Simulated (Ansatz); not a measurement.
# S on Ti(0001): change of the work function, part 2 of 3

Wanted: Δφ(θ) for S/Ti(0001), starting from the fcc site.

Ansatz 0.2.0; plane-wave DFT, PBE, Ansatz PAW.

So far, work function, upper face (eV): step 2 (the clean slab) 4.37.

## (3) Adsorbate added, k-mesh 6×6×1, coverage 0.25 ML

System of this step: S/Ti(0001). The cell holds 17 atoms: 16 Ti and 1 S. Its edges and angles: a = 5.900 Å, b = 5.900 Å, c = 27.054 Å, α = 90.0°, β = 90.0°, γ = 60.0°. Vacuum lies along c.

The clean slab as it ended is repeated in the plane and the adsorbate is set on one face; the cell's size fixes the coverage, and the k-mesh shrinks with it to keep the sampling density about even. Adsorbate and upper layers relax, since the dipole depends on the height.

The input, input.yaml:

```yaml
crystal:
  lattice:
    - [5.9, 0.0, 0.0]
    - [2.95, 5.1095498824, 0.0]
    - [0.0, 0.0, 27.0541962995]
  atoms:
    - { symbol: Ti, position: [0.3333333333, 0.3333333333, 0.3326655836] }
    - { symbol: Ti, position: [0.0, 0.0, 0.4192436498] }
    - { symbol: Ti, position: [0.3333333333, 0.3333333333, 0.5083353355] }
    - { symbol: Ti, position: [0.0, 0.0, 0.5884957238] }
    - { symbol: Ti, position: [0.3333333333, 0.8333333333, 0.3326655836] }
    - { symbol: Ti, position: [0.0, 0.5, 0.4192436498] }
    - { symbol: Ti, position: [0.3333333333, 0.8333333333, 0.5083353355] }
    - { symbol: Ti, position: [0.0, 0.5, 0.5884957238] }
    - { symbol: Ti, position: [0.8333333333, 0.3333333333, 0.3326655836] }
    - { symbol: Ti, position: [0.5, 0.0, 0.4192436498] }
    - { symbol: Ti, position: [0.8333333333, 0.3333333333, 0.5083353355] }
    - { symbol: Ti, position: [0.5, 0.0, 0.5884957238] }
    - { symbol: Ti, position: [0.8333333333, 0.8333333333, 0.3326655836] }
    - { symbol: Ti, position: [0.5, 0.5, 0.4192436498] }
    - { symbol: Ti, position: [0.8333333333, 0.8333333333, 0.5083353355] }
    - { symbol: Ti, position: [0.5, 0.5, 0.5884957238] }
    - { symbol: S, position: [0.1666666667, 0.1666666667, 0.6673344164] }
kpoints:
  mp_grid: { grid: [6, 6, 1] }
hamiltonian:
  xc: pbe
scf:
  occupations: { method: fermi_dirac, width: 0.1 }
  convergence: { dr2_threshold: 1.0e-08 }
efield:
  axis: 3
  dipole_correction: true
  ramp_position: 0.97
  ramp_width: 0.06
relax:
  f_tol: 0.02
  max_steps: 60
  constraints: [{ sites: [0, 1, 4, 5, 8, 9, 12, 13] }]
output:
  dos: { projected: true, e_range: [-8, 4] }
  write_potential: true
  write_density: true
  volumetric_format: npy
  elf: true
```

Command:

```console
ansatz run input.yaml --threads 4 --pin off --max-ram 6144MiB --backend cpu --events-out ev --progress --plain --runs-dir out
```

Numbers of over 12 decimals in the logs are rounded to 6 here.

Output:

```text
[...]
Crystal: 17 atoms, lattice volume = 815.585 Å³
Basis set: ecut = 420 eV, 15775 PW (Γ), exchange–correlation on 80×80×384 points (8 copies of the dense FFT grid, shifted against one another)
Bands: 119, of which v1, the nominal top of the filled ones, is band 99 counted from 1 (98 counted from 0)
Symmetry: 6 space group operations
[...]
k-points: 7 of 36 (time reversal used)
[...]
SCF iter   1: F=—  HF=-40892.217001 eV  |F-HF|=—  |Δ(HF+E_count)|=         —  Δρ=5.17e-3  dr2=1.13e0  ethr=1.77e-3  p=-0.161 e·Å  D=-3.57e-2 V/Å  ΔV_dip=0.97 eV  dr2_dipole=2.19e-1  V_vac-E_F(+/−)=5.03/4.06 eV  ⟨swp⟩=9.4  Hψ=3899  notcnv=0
[...]
SCF iter  10: F=-40892.187051 eV  HF=-40892.187051 eV  |F-HF|=6.37e-9  |Δ(HF+E_count)|=   6.89e-8  Δρ=6.33e-7  dr2=4.31e-9  ethr=5.05e-12  p=-0.154 e·Å  D=-3.42e-2 V/Å  ΔV_dip=0.93 eV  dr2_dipole=7.88e-10  V_vac-E_F(+/−)=5.34/4.41 eV  ⟨swp⟩=8.9  Hψ=6319  notcnv=0
SCF 1 converged in 10 iterations: F = -40892.187051 eV  dr2 = 4.31e-9
[...]
relax step   1: F+E_penalty+E_count = -40892.18705095 eV  Δ(F+E_penalty+E_count) = +0.000e0 eV  max|allowed force component| = 3.157e0 eV/Å  Δτ_max = 0.0000 Å  (10 SCF iters, accepted)
[...]
SCF iter   1: F=—  HF=-40892.914439 eV  |F-HF|=—  |Δ(HF+E_count)|=         —  Δρ=5.54e-3  dr2=1.25e0  ethr=4.97e-4  p=-0.154 e·Å  D=-3.42e-2 V/Å  ΔV_dip=0.93 eV  dr2_dipole=7.28e-2  V_vac-E_F(+/−)=5.34/4.41 eV  ⟨swp⟩=1.7  Hψ=2467  notcnv=0
[...]
eigensolver tolerance schedule calibrated: the retry pair's looser diagonalisation under-reported the residual by θ = 0.21 (0.27/decade); ethr = c·dr2/N_el runs at the constant in force after the calibration composes with the one it found (an armed cap, an earlier calibration), c = 1.4e-2
[...]
SCF iter   2: F=—  HF=-40892.859941 eV  |F-HF|=—  |Δ(HF+E_count)|=   5.45e-2  Δρ=2.77e-3  dr2=1.68e-1  ethr=8.89e-5  p=-0.077 e·Å  D=-1.71e-2 V/Å  ΔV_dip=0.46 eV  dr2_dipole=1.44e-2  V_vac-E_F(+/−)=4.88/4.42 eV  ⟨swp⟩=3.0  Hψ=1646  notcnv=0
[...]
SCF iter  10: F=-40892.835779 eV  HF=-40892.835779 eV  |F-HF|=1.54e-8  |Δ(HF+E_count)|=   8.64e-8  Δρ=5.15e-7  dr2=2.48e-9  ethr=1.00e-12  p=-0.093 e·Å  D=-2.05e-2 V/Å  ΔV_dip=0.56 eV  dr2_dipole=1.40e-10  V_vac-E_F(+/−)=4.97/4.41 eV  ⟨swp⟩=13.1  Hψ=6517  notcnv=0
SCF 2 converged in 10 iterations: F = -40892.835779 eV  dr2 = 2.48e-9
[...]
relax step   2: F+E_penalty+E_count = -40892.83577940 eV  Δ(F+E_penalty+E_count) = -6.487e-1 eV  max|allowed force component| = 1.791e0 eV/Å  Δτ_max = 0.1949 Å  (10 SCF iters, accepted)
[...]
SCF iter  10: F=-40893.041807 eV  HF=-40893.041807 eV  |F-HF|=6.34e-9  |Δ(HF+E_count)|=   2.36e-8  Δρ=3.88e-7  dr2=2.54e-9  ethr=1.00e-12  p=-0.052 e·Å  D=-1.15e-2 V/Å  ΔV_dip=0.31 eV  dr2_dipole=6.58e-10  V_vac-E_F(+/−)=4.72/4.41 eV  ⟨swp⟩=10.1  Hψ=5307  notcnv=0
SCF 3 converged in 10 iterations: F = -40893.041807 eV  dr2 = 2.54e-9
[...]
relax step   3: F+E_penalty+E_count = -40893.04180737 eV  Δ(F+E_penalty+E_count) = -2.060e-1 eV  max|allowed force component| = 1.258e-1 eV/Å  Δτ_max = 0.1948 Å  (10 SCF iters, accepted)
[...]
relax step   4: F+E_penalty+E_count = -40893.04995250 eV  Δ(F+E_penalty+E_count) = -8.145e-3 eV  max|allowed force component| = 8.174e-2 eV/Å  Δτ_max = 0.0744 Å  (9 SCF iters, accepted)
SCF iter   1: F=—  HF=-40893.054494 eV  |F-HF|=—  |Δ(HF+E_count)|=         —  Δρ=1.56e-3  dr2=1.58e-1  ethr=5.64e-4  p=-0.053 e·Å  D=-1.18e-2 V/Å  ΔV_dip=0.32 eV  dr2_dipole=5.97e-3  V_vac-E_F(+/−)=4.73/4.41 eV  ⟨swp⟩=2.1  Hψ=1247  notcnv=0
[...]
SCF iter   8: F=-40893.051721 eV  HF=-40893.051721 eV  |F-HF|=8.85e-9  |Δ(HF+E_count)|=   6.11e-8  Δρ=6.42e-7  dr2=9.14e-9  ethr=5.05e-12  p=-0.051 e·Å  D=-1.14e-2 V/Å  ΔV_dip=0.31 eV  dr2_dipole=2.16e-10  V_vac-E_F(+/−)=4.72/4.41 eV  ⟨swp⟩=8.6  Hψ=6649  notcnv=0
SCF 5 converged in 8 iterations: F = -40893.051721 eV  dr2 = 9.14e-9
[...]
relax step   5: F+E_penalty+E_count = -40893.05172121 eV  Δ(F+E_penalty+E_count) = -1.769e-3 eV  max|allowed force component| = 1.038e-2 eV/Å  Δτ_max = 0.0173 Å  (8 SCF iters, accepted)
NSCF: frozen V_eff on 7 k-points
[...]
SCF converged after 8 iterations
Free energy (F): -40893.051721 eV
[...]
Internal energy: -40892.075740 eV  (E = F + TS)
E sigma→0 (E₀):  -40892.563731 eV
Entropy (-TS):   -0.975981 eV (-57.411 meV/atom)
Fermi energy:    1.918616 eV
Dipole field:    D = -0.011392 V/Å  (p = -0.051346 e·Å, saw-weighted, corrected)
Work function:   Φ+ = 4.7204 eV   Φ− = 4.4122 eV
[...]
--- Forces (eV/Å), atoms counted from 1 ---
  atom   1  Ti     0.00445226     0.00257051     0.59864928
  atom   2  Ti     0.03267208     0.01886323    -0.59717742
  atom   3  Ti     0.00294944     0.00170286     0.00177633
  atom   4  Ti    -0.00082642    -0.00047714    -0.00174558
  atom   5  Ti     0.00000000    -0.00514102     0.59864928
  atom   6  Ti    -0.00000000    -0.03772647    -0.59717742
  atom   7  Ti     0.00000000    -0.00340572     0.00177633
  atom   8  Ti     0.00000000     0.00095427    -0.00174558
  atom   9  Ti    -0.00445226     0.00257051     0.59864928
  atom  10  Ti    -0.03267208     0.01886323    -0.59717742
  atom  11  Ti    -0.00294944     0.00170286     0.00177633
  atom  12  Ti     0.00082642    -0.00047714    -0.00174558
  atom  13  Ti     0.00000000     0.00000000     0.57709939
  atom  14  Ti    -0.00000000    -0.00000000    -0.59102450
  atom  15  Ti     0.00000000     0.00000000     0.00134868
  atom  16  Ti    -0.00000000     0.00000000     0.01037976
  atom  17  S      0.00000000     0.00000000    -0.00238088
  max |Σ_I F_I| component: 6.97e-5 eV/Å
--- Band table (eV; the first three rows and the last of 7) ---
  k-point 0: bands = [... 95 lower, 2.0336, 2.0961, 2.1658, 2.3414, 2.3414, 2.3593, 2.5561, 2.6098, ... 16 higher]
  k-point 1: bands = [... 95 lower, 2.0154, 2.0399, 2.1017, 2.2120, 2.2250, 2.2710, 2.3376, 2.4670, ... 16 higher]
  k-point 2: bands = [... 95 lower, 1.8647, 1.8654, 1.9097, 1.9491, 1.9987, 2.0090, 2.0872, 2.1806, ... 16 higher]
  k-point 6: bands = [... 95 lower, 1.4533, 1.4677, 1.5883, 1.6036, 1.6275, 1.6834, 1.8256, 1.8820, ... 16 higher]
--- Relaxed structure (5 steps of the walk, 5 accepted, 0 SCFs on fresh bases) ---
  F+E_penalty+E_count = -40893.05172121 eV   max|allowed force component| = 1.038e-2 eV/Å
  atoms:
    - { symbol: Ti, position: [0.333333, 0.333333, 0.332666] }
    - { symbol: Ti, position: [2.6667121670171398e-17, 2.6667121670171395e-17, 0.419244] }
    - { symbol: Ti, position: [0.332455, 0.332455, 0.508309] }
    - { symbol: Ti, position: [-0.00470028, -0.00470028, 0.589686] }
    - { symbol: Ti, position: [0.333333, 0.833333, 0.332666] }
    - { symbol: Ti, position: [1.1102230246251565e-16, 0.500000, 0.419244] }
    - { symbol: Ti, position: [0.332455, 0.835091, 0.508309] }
    - { symbol: Ti, position: [-0.00470028, 0.509401, 0.589686] }
    - { symbol: Ti, position: [0.833333, 0.333333, 0.332666] }
    - { symbol: Ti, position: [0.5, 2.6667121670171395e-17, 0.419244] }
    - { symbol: Ti, position: [0.835091, 0.332455, 0.508309] }
    - { symbol: Ti, position: [0.509401, -0.00470028, 0.589686] }
    - { symbol: Ti, position: [0.833333, 0.833333, 0.332666] }
    - { symbol: Ti, position: [0.500000, 0.500000, 0.419244] }
    - { symbol: Ti, position: [0.833333, 0.833333, 0.506424] }
    - { symbol: Ti, position: [0.500000, 0.500000, 0.587864] }
    - { symbol: S, position: [0.166667, 0.166667, 0.650755] }
```

It took 96 s on 4 threads of Arm Neoverse V2, shared host; peak memory 2.4 GiB.

Step by step:

```csv
step,energy less that of the first step (eV),largest force component (eV/Å)
1,0.0000,3.1570
2,-0.6487,1.7911
3,-0.8548,0.1258
4,-0.8629,0.0817
5,-0.8647,0.0104
```

Forces are held to the 6 operations that the run works with; a distortion that breaks them can't arise in this run.

The atoms that moved most (Å):

```
atom      dx      dy      dz  length
 S17   0.000   0.000  -0.449   0.449
Ti12   0.042  -0.024   0.032   0.058
 Ti4  -0.042  -0.024   0.032   0.058
 Ti8   0.000   0.048   0.032   0.058
Ti15   0.000   0.000  -0.052   0.052
Ti16   0.000   0.000  -0.017   0.017
 Ti3  -0.008  -0.004  -0.001   0.009
Ti11   0.008  -0.004  -0.001   0.009
```

The relaxed structure:

```xyz
17
Lattice="5.9000 0.0000 0.0000 2.9500 5.1095 0.0000 0.0000 0.0000 27.0542" Properties=species:S:1:pos:R:3
Ti    2.9500    1.7032    9.0000
Ti    0.0000    0.0000   11.3423
Ti    2.9422    1.6987   13.7519
Ti   -0.0416   -0.0240   15.9535
Ti    4.4250    4.2580    9.0000
Ti    1.4750    2.5548   11.3423
Ti    4.4250    4.2669   13.7519
Ti    1.4750    2.6028   15.9535
Ti    5.9000    1.7032    9.0000
Ti    2.9500    0.0000   11.3423
Ti    5.9078    1.6987   13.7519
Ti    2.9916   -0.0240   15.9535
Ti    7.3750    4.2580    9.0000
Ti    4.4250    2.5548   11.3423
Ti    7.3750    4.2580   13.7009
Ti    4.4250    2.5548   15.9042
S     1.4750    0.8516   17.6056
```

This step gave:

- energy at zero smearing: -40892.5637 eV
- work function, upper face: 4.720 eV
- work function, lower face: 4.412 eV
- dipole along the normal: -0.05135 e·Å
- step between the vacuum levels: 0.3082 eV

Running mean over 2.342 Å of the planar mean; the ramp of the sawtooth is left out. Electron's electrostatic potential energy less the Fermi level against z:

z (Å), electron's electrostatic potential energy less the Fermi level (eV) and a bar from the least value:
```
        4       4.41 #############################
        5       4.39 #############################
        6       4.23 #############################
        7       2.88 #########################
        8      -3.13 ###########
        9      -6.74 ##
       10      -6.59 ##
       11      -6.58 ##
       12      -6.43 ##
       13      -6.38 ###
       14      -6.84 #
       15      -7.42 
       16      -7.06 #
       17      -4.27 ########
       18       1.37 ######################
       19       3.80 ############################
       20       4.67 ##############################
       21       4.72 ##############################
       22       4.72 ##############################
       23       4.72 ##############################
```

The density of states has structure finer than the step of the table below, so its rows give means over 0.25 eV, whole bins alone (the curve runs from -8 to 0.78 eV). Peaks (eV: height): -1.860: 36.2, -1.710: 44.8, -0.750: 34.4, -0.690: 41.2, -0.630: 111, 0.240: 48.0, 0.420: 43.1.

The density of states by energy, zero at the Fermi level; means over each step:

```
energy (eV)  density of states (states/eV a cell)
      -6.00                                     0
      -5.75                                 0.143
      -5.50                                  1.18
      -5.25                                  1.23
      -5.00                                  1.26
      -4.75                                  2.07
      -4.50                                  3.74
      -4.25                                  3.68
      -4.00                                  3.01
      -3.75                                  13.5
      -3.50                                  9.70
      -3.25                                  3.78
      -3.00                                  4.63
      -2.75                                  9.00
      -2.50                                  6.23
      -2.25                                  17.1
      -2.00                                  14.8
      -1.75                                  25.2
      -1.50                                  19.9
      -1.25                                  19.0
      -1.00                                  19.9
      -0.75                                  34.5
      -0.50                                  20.5
      -0.25                                  20.3
       0.00                                  31.4
       0.25                                  33.6
       0.50                                  31.5
```

Projected DOS per atom over height of the atomic layer and energy from the Fermi level. Layers: Ti4 Ti4 Ti4 Ti4 S from below.

Values in states/eV, 22 rows by 5 columns, each cell a mean:
```
2.5 1.9 1.6 1.8 0.2
2.8 1.6 1.4 2.1 0.1
2.1 1.0 0.9 1.4 0.1
1.6 1.8 1.5 1.7 0.3
1.6 1.2 1.3 1.2 0.2
0.9 1.1 1.2 1.1 0.3
1.1 1.4 1.6 1.2 0.6
0.7 1.2 1.1 0.6 0.4
0.4 0.5 0.5 0.4 0.5
0.3 0.4 0.4 0.2 0.8
0.2 0.2 0.2 0.2 2.1
0.2 0.2 0.2 0.7 5.4
0.1 0.2 0.1 0.2 0.8
0.1 0.2 0.2 0.2 0.4
0.0 0.1 0.1 0.0 0.1
0.0 0.1 0.1 0.0 0.0
0.0 0.0 0.0 0.0 0.0
0.0 0.0 0.0 0.0 0.0
0.0 0.0 0.0 0.0 0.0
0.0 0.0 0.0 0.0 0.0
0.0 0.0 0.0 0.0 0.0
0.0 0.0 0.0 0.0 0.0
```
Columns: height of the atomic layer (Å) from 9 to 17.6 (not evenly spaced); rows upwards: energy from the Fermi level (eV) from -7.96 to 0.745.

Electrostatic potential energy in the ca plane at fractional y = 0.000, with atoms of Ti within 0.2 Å of it. With pseudopotentials it is smooth inside the atoms' cores, unlike the true potential.

Ten even steps from '0' (-36 eV) to '9' (7 eV), each cell a mean:
```
89987300037899998610004899999999999999999999
88888521368888888741136899999999999999999999
66788876788876678876678999999999999999999999
44689988899864468988889999999999999999999999
55789887888875578887788999999999999999999999
77888744578887788864357899999999999999999999
88887400148888888620015899999999999999999999
99987200027999998510004799999999999999999999
89987300037999998620005899999999999999999999
88888521368888888752247889999999999999999999
66788876788876678887778877899999999999999999
44689988899864468888888766899999999999999999
55789887889875568888888767899999999999999999
77888744578887788865467888999999999999999999
88887400148888888730026899999999999999999999
99987200027999998610004799999999999999999999
```
Columns run along c (16.0 Å, from fractional 0.32 to 0.92 of the cell; values clipped at the 3rd and 97th percentile), rows up along a (5.9 Å). Atoms in or near the plane, at fractional coordinates: Ti at (0.42, 0.00), Ti at (0.59, 0.00), Ti at (0.42, 0.50), Ti at (0.59, 0.51).

ELF in the ca plane at fractional y = 0.000, with atoms of Ti within 0.2 Å of it. It is the smooth field of the valence electrons, not physical close to the nuclei.

Ten even steps from '0' (0.00) to '9' (0.85), each cell a mean:
```
56752563642566775265373001100000000000000000
22342256522432344136651000000000000000000000
21123212123211112322222221000000000000000000
32125532344213212443234432000000000000000000
22124322234212212432223331000000000000000000
11232134312321123223431110000000000000000000
34542366632454564256572000000000000000000000
77752641552578885263164012210000000000000000
56752563642566775255473256642100000000000000
22342256522432244225532689875210000000000000
21123212123211212321125999986410000000000000
32125532345213312442247999997420000000000000
22124321234212212432137999987420000000000000
11232134212321123223323899985310000000000000
34542366632454565246662478753200000000000000
77752641552578885263164134421000000000000000
```
Columns run along c (16.0 Å, from fractional 0.32 to 0.92 of the cell), rows up along a (5.9 Å). Atoms in or near the plane, at fractional coordinates: Ti at (0.42, 0.00), Ti at (0.59, 0.00), Ti at (0.42, 0.50), Ti at (0.59, 0.51).

Valence density in the ca plane at fractional y = 0.000, with atoms of Ti within 0.2 Å of it. It is the smooth field of the valence electrons, not physical close to the nuclei.

Values in units of 1e0 e/Å³, 9 rows by 16 columns, each cell a mean:
```
0.2 0.3 4.7 1.3 0.2 0.2 1.3 5.3 0.2 0.0 0.0 0.0 0.0 0.0 0.0 0.0
0.4 0.2 0.4 0.2 0.3 0.3 0.2 0.4 0.1 0.0 0.0 0.0 0.0 0.0 0.0 0.0
0.5 0.2 0.2 0.2 0.3 0.4 0.2 0.3 0.1 0.0 0.0 0.0 0.0 0.0 0.0 0.0
0.2 0.3 3.3 1.0 0.2 0.2 0.9 3.9 0.2 0.0 0.0 0.0 0.0 0.0 0.0 0.0
0.2 0.4 7.2 2.2 0.2 0.2 1.8 7.3 0.4 0.1 0.0 0.0 0.0 0.0 0.0 0.0
0.3 0.2 1.6 0.5 0.2 0.3 0.4 1.4 0.4 0.2 0.0 0.0 0.0 0.0 0.0 0.0
0.5 0.2 0.2 0.2 0.3 0.5 0.2 0.2 0.5 0.4 0.0 0.0 0.0 0.0 0.0 0.0
0.3 0.2 0.9 0.3 0.2 0.3 0.3 0.8 0.4 0.3 0.0 0.0 0.0 0.0 0.0 0.0
0.2 0.4 6.5 1.9 0.2 0.2 1.6 6.4 0.4 0.1 0.0 0.0 0.0 0.0 0.0 0.0
```
Columns run along c (16.0 Å, from fractional 0.32 to 0.92 of the cell), rows up along a (5.9 Å). Atoms in or near the plane, at fractional coordinates: Ti at (0.42, 0.00), Ti at (0.59, 0.00), Ti at (0.42, 0.50), Ti at (0.59, 0.51).

The relaxation took 5 steps and lowered the energy by 0.86 eV; the largest force on the free atoms ends at 0.010 eV/Å.

By hand: a sheet of dipoles makes a step −p/(ε₀A) in the electron's potential. With e/ε₀ = 180.95 V·Å, p = -0.05135 e·Å and A = 30.15 Å², that is −180.95 × (-0.05135) / 30.15 = +0.308 eV, and the two vacuum levels of the run differ by +0.308 eV.

The covered face has 4.72 eV, +0.35 eV against the clean one; the bare back face has moved by -0.01 eV, a measure of how thin the slab is.

(Continued in part 3 of 3.)

[Logs are printed without paths, hosts, clocks, repeated set-up lines and the standing remarks that a program may print on its own settings, such as how far it seeks lower states.]

[Hosts, paths, dates, database ids (printed as entryN), source tags and the programs' standing remarks are cut or masked in the printed files.]

[Maps of the electrostatic potential energy from Ansatz leave out the sawtooth potential of an applied field or a dipole correction, so their vacuum need not be flat; planar profiles and work functions include it.]

[The density of states shown here was stored with 400 of the rows of the run's finer table, so its peaks can read low, often by over a quarter, or be missed, and its means over a window can be off by a tenth or more.]
